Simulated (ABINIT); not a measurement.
Planning a run of ABINIT 10.8.3 on BN (P6_3/mmc). The input:

```
acell 3*1.0 Angstrom
rprim 
  2.503989999987 0.000000000003 0.000000000000
  -1.251994999996 2.168518950810 0.000000000000
  0.000000000000 0.000000000000 6.661200000000
ntypat 2
znucl 5 7
natom 4
typat 1 1 2 2
xred 
  0.333333333333 0.666666666667 0.250000000000
  0.666666666667 0.333333333333 0.750000000000
  0.333333333333 0.666666666667 0.750000000000
  0.666666666667 0.333333333333 0.250000000000
pp_dirpath "pseudos"
pseudos "B.upf, N.upf"
ecut 36
ngkpt 6 6 2
nshiftk 1
shiftk 0 0 0
kptopt 1
chksymbreak 0
irdden 1
istwfk *1
nband 83
prtvol 0
optdriver 6
gwr_task "HDIAGO"
paral_kgb 0
occopt 1
indata_prefix "in"
outdata_prefix "out"
tmpdata_prefix "tmp"
```

```sh
OMP_NUM_THREADS=1 mpirun -n 8 abinit run.abi > log
```

Q: Estimate wall time and host memory on 8 MPI ranks of Arm Neoverse V2, shared host.

It took 24 s; on shared hardware allow 12 s to 48 s. Peak host memory was 3.2 GiB.

[Paths, hosts, dates, memory and timing lines, banners, echoed tables and standing remarks are left out of the program output.]

[Logs are printed without paths, hosts, clocks, repeated set-up lines and the standing remarks that a program may print on its own settings, such as how far it seeks lower states.]

[Runs of the session that timed out or met a known fault of the program may be left out.]

[Hosts, paths, dates, database ids (printed as entryN), source tags and the programs' standing remarks are cut or masked in the printed files.]

[G0W0 gaps are taken among the corrected bands and points alone; a level outside them can change the order at an edge.]

[Where Ansatz stands beside ABINIT at settings called matched, ABINIT's density can come from a denser mesh and the files from another edition; pairs whose starting gaps differed by over 0.03 eV were left out, so agreement reads better than it is.]
